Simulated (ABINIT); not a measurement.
# TiO2 (Rutile): G0W0 with ABINIT, start to end, part 2 of 3

Wanted: ground state, empty states, screening and self-energy for TiO2 (Rutile).

ABINIT 10.8.3; PBE and many-body steps on it, plane waves. Known limits of the many-body steps: not at the basis limit; coarse k mesh.

So far. Step 2 (Ground state): The gap is direct, at Γ.

**3. Bands along the symmetry lines**

Level of this step: DFT, PBE, plane waves, norm-conserving pseudopotentials (ABINIT).

The cheap functional maps the bands first; the places of the edges decide which points the dearer methods must see.

File run.abi:

```
acell 3*1.0 Angstrom
rprim 
  4.592200000000 0.000000000000 0.000000000000
  0.000000000000 4.592200000000 0.000000000000
  0.000000000000 0.000000000000 2.957400000000
ntypat 2
znucl 22 8
natom 6
typat 1 1 2 2 2 2
xred 
  0.000000000000 0.000000000000 0.000000000000
  0.500000000000 0.500000000000 0.500000000000
  0.304960000000 0.304960000000 0.000000000000
  0.195040000000 0.804960000000 0.500000000000
  0.695040000000 0.695040000000 0.000000000000
  0.804960000000 0.195040000000 0.500000000000
pp_dirpath "pseudos"
pseudos "Ti.upf, O.upf"
ecut 38
iscf -2
irdden 1
kptopt 0
nkpt 75
kpt 
  0.00000000 0.00000000 0.00000000
  0.00000000 0.06250000 0.00000000
  0.00000000 0.12500000 0.00000000
  0.00000000 0.18750000 0.00000000
  0.00000000 0.25000000 0.00000000
  0.00000000 0.31250000 0.00000000
  0.00000000 0.37500000 0.00000000
  0.00000000 0.43750000 0.00000000
  0.00000000 0.50000000 0.00000000
  0.06250000 0.50000000 0.00000000
  0.12500000 0.50000000 0.00000000
  0.18750000 0.50000000 0.00000000
  0.25000000 0.50000000 0.00000000
  0.31250000 0.50000000 0.00000000
  0.37500000 0.50000000 0.00000000
  0.43750000 0.50000000 0.00000000
  0.50000000 0.50000000 0.00000000
  0.43750000 0.43750000 0.00000000
  0.37500000 0.37500000 0.00000000
  0.31250000 0.31250000 0.00000000
  0.25000000 0.25000000 0.00000000
  0.18750000 0.18750000 0.00000000
  0.12500000 0.12500000 0.00000000
  0.06250000 0.06250000 0.00000000
  0.00000000 0.00000000 0.00000000
  0.00000000 0.00000000 0.06250000
  0.00000000 0.00000000 0.12500000
  0.00000000 0.00000000 0.18750000
  0.00000000 0.00000000 0.25000000
  0.00000000 0.00000000 0.31250000
  0.00000000 0.00000000 0.37500000
  0.00000000 0.00000000 0.43750000
  0.00000000 0.00000000 0.50000000
  0.00000000 0.06250000 0.50000000
  0.00000000 0.12500000 0.50000000
  0.00000000 0.18750000 0.50000000
  0.00000000 0.25000000 0.50000000
  0.00000000 0.31250000 0.50000000
  0.00000000 0.37500000 0.50000000
  0.00000000 0.43750000 0.50000000
  0.00000000 0.50000000 0.50000000
  0.06250000 0.50000000 0.50000000
  0.12500000 0.50000000 0.50000000
  0.18750000 0.50000000 0.50000000
  0.25000000 0.50000000 0.50000000
  0.31250000 0.50000000 0.50000000
  0.37500000 0.50000000 0.50000000
  0.43750000 0.50000000 0.50000000
  0.50000000 0.50000000 0.50000000
  0.43750000 0.43750000 0.50000000
  0.37500000 0.37500000 0.50000000
  0.31250000 0.31250000 0.50000000
  0.25000000 0.25000000 0.50000000
  0.18750000 0.18750000 0.50000000
  0.12500000 0.12500000 0.50000000
  0.06250000 0.06250000 0.50000000
  0.00000000 0.00000000 0.50000000
  0.00000000 0.50000000 0.00000000
  0.00000000 0.50000000 0.06250000
  0.00000000 0.50000000 0.12500000
  0.00000000 0.50000000 0.18750000
  0.00000000 0.50000000 0.25000000
  0.00000000 0.50000000 0.31250000
  0.00000000 0.50000000 0.37500000
  0.00000000 0.50000000 0.43750000
  0.00000000 0.50000000 0.50000000
  0.50000000 0.50000000 0.00000000
  0.50000000 0.50000000 0.06250000
  0.50000000 0.50000000 0.12500000
  0.50000000 0.50000000 0.18750000
  0.50000000 0.50000000 0.25000000
  0.50000000 0.50000000 0.31250000
  0.50000000 0.50000000 0.37500000
  0.50000000 0.50000000 0.43750000
  0.50000000 0.50000000 0.50000000
istwfk *1
nband 36
nbdbuf 7
tolwfr 1e-07
nstep 50
prtwf 0
prtvol 0
indata_prefix "in"
outdata_prefix "out"
tmpdata_prefix "tmp"
```

Run with:

```
OMP_NUM_THREADS=1 mpirun -n 8 abinit run.abi > log
```

Numbers of over 12 decimals in the logs are rounded to 6 here.

Log:

```text
.Version 10.8.3 of ABINIT. v10.8.2 released Aug 2026.

 Symmetries : space group P4_2/m n m (#136); Bravais tP (primitive tetrag.)
[... echo of the input left out ...]
== DATASET  1 ==================================================================
-   mpi_nproc: 8, omp_nthreads: 1 (-1 if OMP is not activated)

--- !DatasetInfo
iteration_state: {dtset: 1, }
dimensions: {natom: 6, nkpt: 75, mband: 36, nsppol: 1, nspinor: 1, nspden: 1, mpw: 4748, }
cutoff_energies: {ecut:  38.0, pawecutdg:  -1.0, }
electrons: {nelect:   4.80000000E+01, charge:   0.00000000E+00, occopt:   1.00000000E+00, tsmear:   1.00000000E-02, }

 Real(R)+Recip(G) space primitive vectors, cartesian coordinates (Bohr,Bohr^-1):
 R(1)=  8.6780003  0.0000000  0.0000000  G(1)=  0.1152339  0.0000000  0.0000000
 R(2)=  0.0000000  8.6780003  0.0000000  G(2)=  0.0000000  0.1152339  0.0000000
 R(3)=  0.0000000  0.0000000  5.5886760  G(3)=  0.0000000  0.0000000  0.1789333
 Unit cell volume ucvol=  4.2087028E+02 bohr^3
 Angles (23,13,12)=  9.00000000E+01  9.00000000E+01  9.00000000E+01 degrees

 getcut: wavevector=  0.0000  0.0000  0.0000  ngfft=  50  50  32
         ecut(hartree)=     38.000   => boxcut(ratio)=   2.06340

--- Pseudopotential description ------------------------------------------------
- Ti Generated using ONCVPSP code by D. R. Hamann
- 22.00000  12.00000  171031                  znucl, zion, pspdat
12 -101130 2 -1 1586                          pspcod,pspxc,lmax,lloc,mmax
     nproj     2     2     2
  pspatm : epsatm=   14.68144553
         --- l  ekb(1:nproj) -->
             0   11.362348    1.263639
             1    1.975402   -0.084666
             2   -5.186090   -1.477451
 pspatm: atomic psp has been read  and splines computed

- O Generated using ONCVPSP code by D. R. Hamann
-  8.00000   6.00000  171031                  znucl, zion, pspdat
12 -101130 2 -1 936                           pspcod,pspxc,lmax,lloc,mmax
     nproj     2     2     1
  pspatm : epsatm=    6.19545534
         --- l  ekb(1:nproj) -->
[...]
2   -1.331955
 pspatm: atomic psp has been read  and splines computed

--------------------------------------------------------------------------------

================================================================================
 prteigrs : about to open file out_EIG
 Non-SCF case, kpt    1 (  0.00000  0.00000  0.00000), residuals and eigenvalues=
  7.14E-08  8.90E-08  5.46E-08  9.11E-08  2.73E-08  4.80E-08  2.12E-08  2.62E-08
  9.75E-08  6.02E-08  1.66E-08  9.84E-08  1.45E-08  3.39E-08  3.86E-08  3.82E-08
  5.37E-08  5.72E-08  7.86E-08  4.92E-08  3.27E-08  5.58E-08  7.20E-08  3.58E-08
[...]
5.20E-06  3.99E-05  1.27E-07  9.83E-08
 -1.8817E+00 -1.8810E+00 -1.0120E+00 -1.0120E+00 -1.0059E+00 -1.0059E+00
 -1.0043E+00 -1.0031E+00 -4.5917E-01 -4.1623E-01 -3.8859E-01 -3.8859E-01
[...]
6.23E-05  6.77E-05  1.25E-07  2.86E-04
[...]
Non-SCF case, kpt   74 (  0.50000  0.50000  0.43750), residuals and eigenvalues=
[...]
Non-SCF case, kpt   75 (  0.50000  0.50000  0.50000), residuals and eigenvalues=
[...]
3.0475E-01  3.0475E-01  3.2781E-01  3.2781E-01  3.2798E-01  3.2798E-01
  4.2733E-01  4.2733E-01  4.3102E-01  4.3102E-01  6.3866E-01  6.3866E-01

--- !ResultsGS
iteration_state: {dtset: 1, }
comment   : Summary of ground state results
lattice_vectors:
- [  8.6780003,   0.0000000,   0.0000000, ]
- [  0.0000000,   8.6780003,   0.0000000, ]
- [  0.0000000,   0.0000000,   5.5886760, ]
lattice_lengths: [   8.67800,    8.67800,    5.58868, ]
lattice_angles: [ 90.000,  90.000,  90.000, ] # degrees, (23, 13, 12)
lattice_volume:   4.2087028E+02
convergence: {deltae:  0.000E+00, res2:  0.000E+00, residm:  9.986E-08, diffor:  0.000E+00, }
etotal    :  -1.85209994E+02
entropy   :   0.00000000E+00
fermie    :   2.07992628E-01
cartesian_stress_tensor: null
pressure_GPa: null
xred      :
- [  0.0000E+00,   0.0000E+00,   0.0000E+00, Ti]
- [  5.0000E-01,   5.0000E-01,   5.0000E-01, Ti]
- [  3.0496E-01,   3.0496E-01,   0.0000E+00,  O]
- [  1.9504E-01,   8.0496E-01,   5.0000E-01,  O]
- [  6.9504E-01,   6.9504E-01,   0.0000E+00,  O]
- [  8.0496E-01,   1.9504E-01,   5.0000E-01,  O]
cartesian_forces: null
force_length_stats: {min: null, max: null, mean: null, }

 Integrated electronic density in atomic spheres:
 ------------------------------------------------
 Atom  Sphere_radius  Integrated_density
[...]
================================================================================

 ----iterations are completed or convergence reached----

 Mean square residual over all n,k,spin=   48.811E-09; max=  99.863E-09
 reduced coordinates (array xred) for    6 atoms
[...]
0.695040000000      0.695040000000      0.000000000000
       0.804960000000      0.195040000000      0.500000000000

 cartesian coordinates (angstrom) at end:
[...]
length scales=  1.889726125908  1.889726125908  1.889726125908 bohr
              =  1.000000000000  1.000000000000  1.000000000000 angstroms
 prteigrs : about to open file out_EIG
 Eigenvalues (hartree) for nkpt=  75  k points:
 kpt#   1, nband= 36, wtk=  1.00000, kpt=  0.0000  0.0000  0.0000 (reduced coord)
[...]
kpt#   2, nband= 36, wtk=  1.00000, kpt=  0.0000  0.0625  0.0000 (reduced coord)
[...]
kpt#   3, nband= 36, wtk=  1.00000, kpt=  0.0000  0.1250  0.0000 (reduced coord)
[...]
kpt#  74, nband= 36, wtk=  1.00000, kpt=  0.5000  0.5000  0.4375 (reduced coord)
[...]
0.43061    0.43061    0.63957    0.63957
 kpt#  75, nband= 36, wtk=  1.00000, kpt=  0.5000  0.5000  0.5000 (reduced coord)
[...]
0.07823    0.07823    0.10795    0.10795    0.16119    0.16119    0.18313    0.18313
   0.30475    0.30475    0.32781    0.32781    0.32798    0.32798    0.42733    0.42733
   0.43102    0.43102    0.63866    0.63866

== END DATASET(S) ==============================================================
================================================================================

 -outvars: echo values of variables after computation  --------
            nband          36
             nkpt          75
          spgroup         136
 [... the other variables as echoed above ...]

 Calculation completed.
```

Elapsed: 27 s, on 8 MPI ranks of Arm Neoverse V2, shared host; peak memory 0.69 GiB.

Numbers from this step:

```
gap                        : 1.917 eV
k of the valence top       : 0, 0, 0
k of the conduction bottom : 0, 0, 0
least direct gap           : 1.917 eV
```

The gap is 1.917 eV, as in the run before at this level.

Electronic bands along the path, in eV, zero at the top of the highest filled band:

```csv
point,band 21,band 22,band 23,band 24,band 25,band 26,band 27,band 28
Γ,-0.71,-0.45,-0.45,0.00,1.92,2.22,2.45,2.55
halfway,-1.43,-1.07,-0.82,-0.23,2.21,2.54,2.77,2.84
X,-1.64,-1.64,-0.74,-0.74,2.59,2.59,3.06,3.06
halfway,-1.48,-1.48,-1.08,-1.08,2.32,2.32,2.81,2.81
M,-1.31,-1.31,-1.06,-1.06,1.96,1.96,2.57,2.57
halfway,-1.73,-1.15,-1.12,-0.40,1.99,2.56,2.63,3.07
Γ,-0.71,-0.45,-0.45,0.00,1.92,2.22,2.45,2.55
halfway,-1.78,-1.48,-1.48,-0.46,2.27,2.60,2.87,3.18
Z,-2.35,-2.35,-1.42,-1.42,3.01,3.01,3.21,3.21
halfway,-1.78,-1.78,-1.61,-1.61,2.49,2.49,3.23,3.23
R,-2.04,-2.04,-1.03,-1.03,1.95,1.95,3.24,3.24
halfway,-1.52,-1.52,-0.88,-0.88,2.21,2.21,3.25,3.25
A,-1.27,-1.27,-0.68,-0.68,2.63,2.63,3.26,3.26
halfway,-1.83,-1.56,-1.38,-1.18,2.14,2.81,3.23,3.24
Z,-2.35,-2.35,-1.42,-1.42,3.01,3.01,3.21,3.21
jump to X,-1.64,-1.64,-0.74,-0.74,2.59,2.59,3.06,3.06
halfway,-1.97,-1.97,-0.85,-0.85,2.60,2.60,3.23,3.23
R,-2.04,-2.04,-1.03,-1.03,1.95,1.95,3.24,3.24
jump to M,-1.31,-1.31,-1.06,-1.06,1.96,1.96,2.57,2.57
halfway,-1.78,-1.78,-1.36,-1.36,2.73,2.73,2.93,2.93
A,-1.27,-1.27,-0.68,-0.68,2.63,2.63,3.26,3.26
```

**4. Empty states on the mesh, 2×2×4 mesh, 494 bands**

The sums over transitions need many empty states on a uniform mesh; this step solves for them.

File run.abi:

```
acell 3*1.0 Angstrom
rprim 
  4.592200000000 0.000000000000 0.000000000000
  0.000000000000 4.592200000000 0.000000000000
  0.000000000000 0.000000000000 2.957400000000
ntypat 2
znucl 22 8
natom 6
typat 1 1 2 2 2 2
xred 
  0.000000000000 0.000000000000 0.000000000000
  0.500000000000 0.500000000000 0.500000000000
  0.304960000000 0.304960000000 0.000000000000
  0.195040000000 0.804960000000 0.500000000000
  0.695040000000 0.695040000000 0.000000000000
  0.804960000000 0.195040000000 0.500000000000
pp_dirpath "pseudos"
pseudos "Ti.upf, O.upf"
ecut 38
ngkpt 2 2 4
nshiftk 1
shiftk 0 0 0
kptopt 1
chksymbreak 0
irdden 1
istwfk *1
nband 494
prtvol 0
optdriver 6
gwr_task "HDIAGO"
paral_kgb 0
occopt 1
indata_prefix "in"
outdata_prefix "out"
tmpdata_prefix "tmp"
```

Log:

```text
[banner, memory and clock lines left out]
.Version 10.8.3 of ABINIT. v10.8.2 released Aug 2026.

 Symmetries : space group P4_2/m n m (#136); Bravais tP (primitive tetrag.)
[... echo of the input left out ...]
== DATASET  1 ==================================================================
-   mpi_nproc: 8, omp_nthreads: 1 (-1 if OMP is not activated)

--- !DatasetInfo
iteration_state: {dtset: 1, }
dimensions: {natom: 6, nkpt: 9, mband: 494, nsppol: 1, nspinor: 1, nspden: 1, mpw: 4748, }
cutoff_energies: {ecut:  38.0, pawecutdg:  -1.0, }
electrons: {nelect:   4.80000000E+01, charge:   0.00000000E+00, occopt:   1.00000000E+00, tsmear:   1.00000000E-02, }

.Using double precision arithmetic; gwpc =  8

- Reading GS density from: in_DEN

--- Pseudopotential description ------------------------------------------------
- Ti Generated using ONCVPSP code by D. R. Hamann
- 22.00000  12.00000  171031                  znucl, zion, pspdat
12 -101130 2 -1 1586                          pspcod,pspxc,lmax,lloc,mmax
     nproj     2     2     2
  pspatm : epsatm=   14.68144553
         --- l  ekb(1:nproj) -->
             0   11.362348    1.263639
             1    1.975402   -0.084666
             2   -5.186090   -1.477451
 pspatm: atomic psp has been read  and splines computed

- O Generated using ONCVPSP code by D. R. Hamann
-  8.00000   6.00000  171031                  znucl, zion, pspdat
12 -101130 2 -1 936                           pspcod,pspxc,lmax,lloc,mmax
     nproj     2     2     1
  pspatm : epsatm=    6.19545534
         --- l  ekb(1:nproj) -->
             0    6.056735    0.824024
             1   -4.717130   -1.149271
             2   -1.331955
 pspatm: atomic psp has been read  and splines computed

   2.59894620E+03                                ecore*ucvol(ha*bohr**3)

 Total charge density [el/Bohr^3]
)     Maximum=    1.3433E+00  at reduced coord.    0.0400    0.9800    0.9063
)     Minimum=    4.6373E-03  at reduced coord.    0.5000    0.0000    0.2500
   Integrated=    4.8000E+01

 === KS gaps after direct diagonalization ===
 Direct band gap semiconductor
 Fundamental gap:     1.917 (eV)
   VBM:     5.660 (eV) at k: [ 0.0000E+00,  0.0000E+00,  0.0000E+00]
   CBM:     7.576 (eV) at k: [ 0.0000E+00,  0.0000E+00,  0.0000E+00]
 Direct gap:         1.917 (eV) at k: [ 0.0000E+00,  0.0000E+00,  0.0000E+00]

== END DATASET(S) ==============================================================

 -outvars: echo values of variables after computation  --------
           etotal      0.0000000000E+00
            nband         494
             nkpt           9
          spgroup         136
 [... the other variables as echoed above ...]

 Calculation completed.
```

Run time: 2.4 min. Hardware: 8 MPI ranks; peak memory 10 GiB; 19 min of CPU time.

Numbers from this step:

```
gap                                                           : 1.917 eV
k of the valence top                                          : 0, 0, 0
k of the conduction bottom                                    : 0, 0, 0
least direct gap                                              : 1.917 eV
k points computed                                             : 9
lowest point of the top converged band, above the valence top : 205.8604 eV
```

On this mesh the gap is 1.917 eV.

**5. Screening, 2×2×4 mesh, 486 bands, screening to 274.8 eV**

The RPA dielectric matrix is built and inverted for each q.

This step: RPA screening on PBE, plane waves, norm-conserving pseudopotentials.

run.abi, as its differences from that of step 4:

```diff
@@ -24,10 +24,11 @@
 chksymbreak 0
-irdden 1
 istwfk *1
-nband 494
-prtvol 0
-optdriver 6
-gwr_task "HDIAGO"
-paral_kgb 0
 occopt 1
+irdwfk 1
+optdriver 3
+nband 486
+ecuteps 10.1
+inclvkb 2
+awtr 1
+symchi 1
 indata_prefix "in"
```

Log:

```text
.Version 10.8.3 of ABINIT. v10.8.2 released Aug 2026.

 Symmetries : space group P4_2/m n m (#136); Bravais tP (primitive tetrag.)
[... echo of the input left out ...]
== DATASET  1 ==================================================================
-   mpi_nproc: 8, omp_nthreads: 1 (-1 if OMP is not activated)

--- !DatasetInfo
iteration_state: {dtset: 1, }
dimensions: {natom: 6, nkpt: 9, mband: 486, nsppol: 1, nspinor: 1, nspden: 1, mpw: 4748, }
cutoff_energies: {ecut:  38.0, pawecutdg:  -1.0, }
electrons: {nelect:   4.80000000E+01, charge:   0.00000000E+00, occopt:   1.00000000E+00, tsmear:   1.00000000E-02, }

 SCREENING: Calculation of the susceptibility and dielectric matrices

 Based on a program developped by R.W. Godby, V. Olevano, G. Onida, and L. Reining.
 Incorporated in ABINIT by V. Olevano, G.-M. Rignanese, and M. Torrent.
.Using double precision arithmetic ; gwpc =  8

[... cell and pseudopotentials left out ...]
--------------------------------------------------------------------------------

 ==== K-mesh for the wavefunctions ====
 Number of points in the irreducible wedge :     9
[... list of points left out ...]
 Together with 16 symmetry operations and time-reversal symmetry
 yields    16 points in the full Brillouin Zone.

 ==== Q-mesh for the screening function ====
 Number of points in the irreducible wedge :     9
[... list of points left out ...]
 Together with 16 symmetry operations and time-reversal symmetry
 yields    16 points in the full Brillouin Zone.

 setmesh: FFT mesh size selected  =    40x   40x   24
          total number of points  =        38400

 vcoul_init : cutoff-mode = AUXILIARY_FUNCTION
 q-points for optical limit:   1
     1)      0.000010    0.000020    0.000030

- screening: taking advantage of time-reversal symmetry
- Maximum band index for partially occupied states nbvw = 24
- Remaining bands to be divided among processors   nbcw = 462
- Number of bands treated by each node ~57

 Number of electrons calculated from density =   48.0000; Expected =   48.0000
 average of density, n =  0.114049
 r_s =    1.2792
 omega_plasma =   32.5763 [eV]

 calculating chi0 at frequencies [eV] :
  1    0.000000E+00    0.000000E+00
  2    0.000000E+00    3.257632E+01

--------------------------------------------------------------------------------
  q-point number  1        q = ( 0.000000, 0.000000, 0.000000) [r.l.u.]
--------------------------------------------------------------------------------
[... chi0 elements left out ...]
 For q-point:  0.000010 0.000020 0.000030
  dielectric constant =   8.8773
  dielectric constant without local fields =   9.3445

  Average fulfillment of the sum rule on Im[epsilon] for q-point    1 :     86.36  [%]
[... wings left out ...]
  q-point number  2        q = ( 0.500000, 0.000000, 0.000000) [r.l.u.]
--------------------------------------------------------------------------------
[... chi0 elements left out ...]
  Average fulfillment of the sum rule on Im[epsilon] for q-point    2 :     88.41  [%]

 [... 7 further q-points ...]
```

Elapsed: 4 min, on 8 MPI ranks; peak memory 4.8 GiB.

This step gave:

- ε∞ with local fields, on this mesh, along the program's q direction: 8.877
- the same without local fields: 9.345
- plasma frequency: 32.58 eV
- plane waves in the screening matrix: 623

Local fields lower ε∞ by 5 %. On a Γ-centred mesh this coarse the value itself is usually too large, while a short band sum pulls it down.

(Continued in part 3 of 3.)

[Paths, hosts, dates, memory and timing lines, banners, echoed tables and standing remarks are left out of the program output.]

[Logs are printed without paths, hosts, clocks, repeated set-up lines and the standing remarks that a program may print on its own settings, such as how far it seeks lower states.]

[Runs of the session that timed out or met a known fault of the program may be left out.]

[Hosts, paths, dates, database ids (printed as entryN), source tags and the programs' standing remarks are cut or masked in the printed files.]

[G0W0 gaps are taken among the corrected bands and points alone; a level outside them can change the order at an edge.]

[Where Ansatz stands beside ABINIT at settings called matched, ABINIT's density can come from a denser mesh and the files from another edition; pairs whose starting gaps differed by over 0.03 eV were left out, so agreement reads better than it is.]
